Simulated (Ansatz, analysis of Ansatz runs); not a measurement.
# Charge-transition level of the Mn on the Ga site in GaP (PBE), part 2 of 2

Aim: the charge-transition level of the Mn on the Ga site in GaP, to be set beside the measurement. Set-up: PBE, 32-site cell, PBE lattice, 420 eV, k: the single point 1/4 1/4 1/4 then 2x2x2 shifted 0.5 0.5 0.5, no spin. The model is a cell of 32 host atoms with 1 Ga taken out and 1 Mn put in. The level is the Fermi energy at which two charge states have equal formation energy, after a correction for the images of the charge.

Ansatz 0.2.0; PBE, 32-site cell, PBE lattice, 420 eV, k: the single point 1/4 1/4 1/4 then 2x2x2 shifted 0.5 0.5 0.5, no spin.

So far: The starting structure; Relaxation, charge 0; Relaxation, charge −1.

## Step 4: Single point, charge 0

The relaxed structure is kept, and the final numbers are taken at the final level and k-points.

This step: plane-wave PAW DFT, PBE; single point of a defect supercell.

Contents of point0/input.yaml:

```yaml
crystal:
  lattice:
    - [-5.50512848, 5.50512848, -5.50512848]
    - [5.50512848, 5.50512848, 5.50512848]
    - [5.50512848, -5.50512848, -5.50512848]
  atoms:
    - { symbol: Ga, position: [0.001608622, 0.003261757, 0.001060571] }
    - { symbol: Ga, position: [0.001589821, 0.251194473, 0.753175068] }
    - { symbol: Ga, position: [0.002097315, 0.499604768, 0.497885694] }
    - { symbol: Ga, position: [0.002067535, 0.747990419, 0.24949728] }
[... 1 atom line left out ...]
    - { symbol: Ga, position: [0.250023898, 0.251629972, 0.497893198] }
    - { symbol: Mn, position: [0.250009281, 0.499589037, 0.249514374] }
[... 1 atom line left out ...]
    - { symbol: Ga, position: [0.497957776, -0.004047759, 0.497398876] }
[... 2 atom lines left out ...]
    - { symbol: Ga, position: [0.497903852, 0.747503714, 0.745815017] }
[... 1 atom line left out ...]
    - { symbol: Ga, position: [0.753694136, 0.25114648, 0.001080188] }
[... 1 atom line left out ...]
    - { symbol: Ga, position: [0.746352607, 0.747471913, 0.497402767] }
[... 2 atom lines left out ...]
    - { symbol: P, position: [0.017455175, 0.499587599, 0.249470662] }
[... 2 atom lines left out ...]
    - { symbol: P, position: [0.250004261, 0.267029327, 0.249489737] }
    - { symbol: P, position: [0.250042627, 0.499559084, 0.016970096] }
[... 4 atom lines left out ...]
    - { symbol: P, position: [0.482576982, 0.73215764, 0.482037332] }
[... 3 atom lines left out ...]
    - { symbol: P, position: [0.751194776, 0.749165243, 0.249494299] }
  host:
    repeats: [1, 1, 1]
    atoms:
      - { symbol: Ga, position: [0.0, 0.0, 0.0] }
      - { symbol: Ga, position: [0.0, 0.25, 0.75] }
      # ... 30 more atoms of the perfect host
basis:
  ecutwfc: 420
  xc_grid: 2
hamiltonian:
  xc: pbe
kpoints:
  mp_grid: { grid: [2, 2, 2], shift: [0.5, 0.5, 0.5] }
scf:
  occupations: { method: fermi_dirac, width: 0.01 }
  max_iter: 100
output:
  forces: true
  charged_corrections:
    epsilon: 10.62
    static_epsilon: 12.85
    defect_position: [0.25, 0.5, 0.25]
  eigenvalues: true
checkpoint:
  read: "../relax0.run"
  write: "../point0.run"
  compress: false
  write_wavefunctions: true
  write_every: 100000
```

Launch:

```console
ansatz run input.yaml --threads 2 --pin off --max-ram 3768MiB --backend cpu --events-out ev --progress --plain --runs-dir out
```

Numbers of over 12 decimals in the logs are rounded to 6 here.

The program printed:

```text
[...]
Crystal: 32 atoms, lattice volume = 667.363 Å³
Basis set: ecut = 420 eV, 13067 PW (Γ), exchange–correlation on 128×128×128 points (8 copies of the dense FFT grid, shifted against one another)
Bands: 177, of which v1, the nominal top of the filled ones, is band 145 counted from 1 (144 counted from 0)
Symmetry: 1 space group operations
[...]
k-points: 4 of 8 (time reversal used)
[...]
Stability of the state it starts from, as read at its close in the unpolarized treatment: not read negative (Ritz values of 1 − χ₀K, real part plus size of imaginary part, from 1.0 to 1.1, by its mixing steps under no symmetry)
[...]
iter 1 solved again at ethr=2.54e-5 eV; its pass at ethr=3.10e-3 eV (dr2=7.36e-2 eV) is discarded
[...]
SCF iter  10: F=-72746.846910 eV  HF=-72746.846910 eV  |F-HF|=2.31e-8  |Δ(HF+E_count)|=   6.95e-8  Δρ=2.11e-6  dr2=3.55e-8  ethr=3.45e-11  ⟨swp⟩=12.0  Hψ=3430  notcnv=0
SCF 1 converged in 10 iterations: F = -72746.846910 eV  dr2 = 3.55e-8
[...]
SCF converged after 10 iterations
Free energy (F): -72746.846910 eV
[...]
Internal energy: -72746.846910 eV  (E = F + TS)
E sigma→0 (E₀):  -72746.846910 eV
Fermi energy:    7.228723 eV
[...]
--- Forces (eV/Å), atoms counted from 1 ---
  atom   1  Ga     0.01032742     0.01037782     0.03074128
  atom   2  Ga     0.00943168    -0.03069426    -0.01125276
  atom   3  Ga    -0.01014815     0.01073616    -0.03206407
  atom   4  Ga    -0.00956938     0.03246561    -0.01082350
  [... 1 atom left out ...]
  atom   6  Ga     0.03197099     0.01039678     0.01080305
  atom   7  Mn    -0.00097550     0.00221778    -0.00089548
  [... 1 atom left out ...]
  atom   9  Ga    -0.01055517    -0.01155602     0.03035883
  [... 2 atoms left out ...]
  atom  12  Ga    -0.01109768    -0.02932333     0.01036876
  [... 6 atoms left out ...]
  atom  19  P      0.07435513    -0.07463921     0.07337497
  [... 2 atoms left out ...]
  atom  22  P     -0.07315197    -0.07388921    -0.07389509
  atom  23  P     -0.07332946     0.07399166     0.07543735
  [... 4 atoms left out ...]
  atom  28  P      0.07422534     0.07295148    -0.07450736
  [... 4 atoms left out ...]
  max |Σ_I F_I| component: 1.51e-6 eV/Å
--- Band table (eV) ---
[...]
[... further k-points left out ...]
```

Wall time 42 s (2 threads of Intel Xeon 6975P-C (Granite Rapids), shared host); peak memory 1.7 GiB; 83 s of CPU time.

In the SCF lines HF is the Harris–Foulkes energy and dr2 the Hartree energy of the density residual, in eV; the loop may stop once dr2 is under the threshold and the program's other checks hold. Hψ counts applications of the Hamiltonian.

The run converged, but on settings that a careful run would not use, so its numbers are not the defect's.

## Step 5: Single point, charge −1

This step: plane-wave PAW DFT, PBE; single point of a defect supercell.

Contents of point1/input.yaml:

```yaml
crystal:
  lattice:
    - [-5.50512848, 5.50512848, -5.50512848]
    - [5.50512848, 5.50512848, 5.50512848]
    - [5.50512848, -5.50512848, -5.50512848]
  atoms:
    - { symbol: Ga, position: [0.005348559, 0.007515189, 0.006372484] }
    - { symbol: Ga, position: [0.001263687, 0.251219206, 0.751270477] }
[... 1 atom line left out ...]
    - { symbol: Ga, position: [0.002354534, 0.743816975, 0.25051136] }
[... 2 atom lines left out ...]
    - { symbol: Mn, position: [0.250124848, 0.498730766, 0.239723413] }
[... 1 atom line left out ...]
    - { symbol: Ga, position: [0.497703142, -0.008466292, 0.49817156] }
    - { symbol: Ga, position: [0.494685537, 0.252166972, 0.251033557] }
[... 1 atom line left out ...]
    - { symbol: Ga, position: [0.499412007, 0.748831524, 0.745277755] }
[... 1 atom line left out ...]
    - { symbol: Ga, position: [0.757600572, 0.255026623, 0.006047821] }
[... 1 atom line left out ...]
    - { symbol: Ga, position: [0.742563933, 0.747539426, 0.498579495] }
[... 2 atom lines left out ...]
    - { symbol: P, position: [0.023453988, 0.499347826, 0.253875553] }
[... 2 atom lines left out ...]
    - { symbol: P, position: [0.250037724, 0.272416531, 0.255502588] }
    - { symbol: P, position: [0.249994419, 0.500821007, 0.006338176] }
[... 4 atom lines left out ...]
    - { symbol: P, position: [0.47674666, 0.726048435, 0.480576108] }
[... 3 atom lines left out ...]
    - { symbol: P, position: [0.751371891, 0.748823014, 0.250350387] }
  host:
    repeats: [1, 1, 1]
    atoms:
      - { symbol: Ga, position: [0.0, 0.0, 0.0] }
      - { symbol: Ga, position: [0.0, 0.25, 0.75] }
      # ... 30 more atoms of the perfect host
total_charge: -1
basis:
  ecutwfc: 420
  xc_grid: 2
hamiltonian:
  xc: pbe
kpoints:
  mp_grid: { grid: [2, 2, 2], shift: [0.5, 0.5, 0.5] }
scf:
  occupations: { method: fermi_dirac, width: 0.01 }
  max_iter: 100
output:
  forces: true
  charged_corrections:
    epsilon: 10.62
    static_epsilon: 12.85
    defect_position: [0.25, 0.5, 0.25]
  eigenvalues: true
checkpoint:
  read: "../relax1.run"
  write: "../point1.run"
  compress: false
  write_wavefunctions: true
  write_every: 100000
```

The program printed:

```text
[...]
Crystal: 32 atoms, lattice volume = 667.363 Å³
Basis set: ecut = 420 eV, 13067 PW (Γ), exchange–correlation on 128×128×128 points (8 copies of the dense FFT grid, shifted against one another)
Bands: 178, of which v1, the nominal top of the filled ones, is band 146 counted from 1 (145 counted from 0)
Symmetry: 1 space group operations
[...]
k-points: 4 of 8 (time reversal used)
[...]
SCF iter  10: F=-72739.216362 eV  HF=-72739.216362 eV  |F-HF|=2.53e-9  |Δ(HF+E_count)|=   1.01e-7  Δρ=2.16e-6  dr2=1.36e-8  ethr=3.44e-11  ⟨swp⟩=11.0  Hψ=3474  notcnv=0
SCF 1 converged in 10 iterations: F = -72739.216362 eV  dr2 = 1.36e-8
[...]
SCF converged after 10 iterations
Free energy (F): -72739.216362 eV
[...]
Internal energy: -72739.207101 eV  (E = F + TS)
E sigma→0 (E₀):  -72739.211732 eV
Entropy (-TS):   -0.009260 eV (-0.289 meV/atom)
Fermi energy:    7.652980 eV
[...]
--- Forces (eV/Å), atoms counted from 1 ---
  atom   1  Ga    -0.00133878     0.01683891    -0.00598477
  atom   2  Ga     0.02493878    -0.02656900    -0.02274055
  [... 1 atom left out ...]
  atom   4  Ga    -0.01549824    -0.00559451     0.01461174
  [... 2 atoms left out ...]
  atom   7  Mn     0.15612093    -0.13876528    -0.13591881
  [... 1 atom left out ...]
  atom   9  Ga    -0.01500109     0.01435411    -0.00567381
  atom  10  Ga    -0.00370780    -0.00646688     0.01641800
  [... 3 atoms left out ...]
  atom  14  Ga     0.00974446     0.01583259     0.00237589
  [... 4 atoms left out ...]
  atom  19  P     -0.04652655     0.03202395     0.27908572
  [... 2 atoms left out ...]
  atom  22  P     -0.30206666     0.05830972     0.05944868
  atom  23  P      0.05022614    -0.08589580    -0.08644321
  [... 4 atoms left out ...]
  atom  28  P     -0.04784345     0.27895903     0.03467410
  [... 4 atoms left out ...]
  max |Σ_I F_I| component: 1.69e-5 eV/Å
--- Charged-cell corrections in eV (Makov–Payne, q = -1.000 e, ε = 10.620 of the electrons, 12.850 with the ions) ---
[...]
E_corr1          = +0.224083  (monopole, q²α_M/2εL)
  F Makov-Payne    = n/a  (the rows are of the electrons' constant alone; ansatz place-levels tells what screens the charge)
[...]
--- Band table (eV) ---
[...]
[... further k-points left out ...]
```

The job ended after 45 s (2 threads; peak memory 1.7 GiB).

The run converged, but on settings that a careful run would not use, so its numbers are not the defect's.

## Step 6: Charge-transition levels

A charged cell feels its images and has its own zero of potential; this step corrects both and places the level between the host's band edges.

This step: place-levels on PBE runs: charge-transition levels with image-charge correction and potential alignment at the atomic sites.

Contents of levels.yaml:

```yaml
host:
  run: host.point.run
  levels_from: { run: edges.run }
states: [point0.run, point1.run]
geometry_from:
  point0.run: relax0.run
  point1.run: relax1.run
```

Launch:

```console
ansatz place-levels levels.yaml -- --threads 2 --pin off --max-ram 3768MiB
```

The program printed:

```text
(0/-1) 1.101 eV above the valence edge, 0.481 eV under the conduction edge
  edges by pbe of host.levels_from (edges.run), its mesh sampled to repeats of 27.25 Å (the valence edge +0.618 eV and the conduction edge -0.104 eV from those of the host's own run), gap 1.582 eV; the host is sampled to repeats of 22.02 Å
  the defect's cells are sampled to repeats of 22.02 Å, like sampling
  charge 0: +0.000 eV for its dipole among its images, +0.000 omitted
  charge -1: -72739.0305 eV with its correction of +0.186 eV, at epsilon 12.85, aligned at sites: -0.0007 eV, mean over 3 atomic sites at or beyond 4.77 Å from the defect at [0.2500, 0.5000, 0.2500], with +0.000000 for the charge's moments and without [...]
  states[1] (point1.run): levels filled in part (TS 0.009 eV): its energy is of no whole electron's
  of states[0] (point0.run): its alignment with the host at atomic sites is doubtful: the cell is too small to show whether the defect's potential has decayed: take a larger one
  of states[1] (point1.run): how wide its charge is, is not read beside other atoms or cores, and a band state would take no correction. [...]
```

Wall time 0.15 s (2 threads).

What was changed: . The numbers above are not the defect's.

## Step 7: Outcome

This set-up is not sound: no spin polarisation for an open shell. For the record: (0/-1) level above the valence-band top: computed 1.10 eV, measured 0.4 eV; 0.70 eV above the measurement.

[Logs are printed without paths, hosts, clocks, repeated set-up lines and the standing remarks that a program may print on its own settings, such as how far it seeks lower states.]

[Hosts, paths, dates, database ids (printed as entryN), source tags and the programs' standing remarks are cut or masked in the printed files.]

[For some hosts the program warned that the k-mesh of the response run may be too coarse for force constants and the static dielectric constant; such warnings are not shown here.]
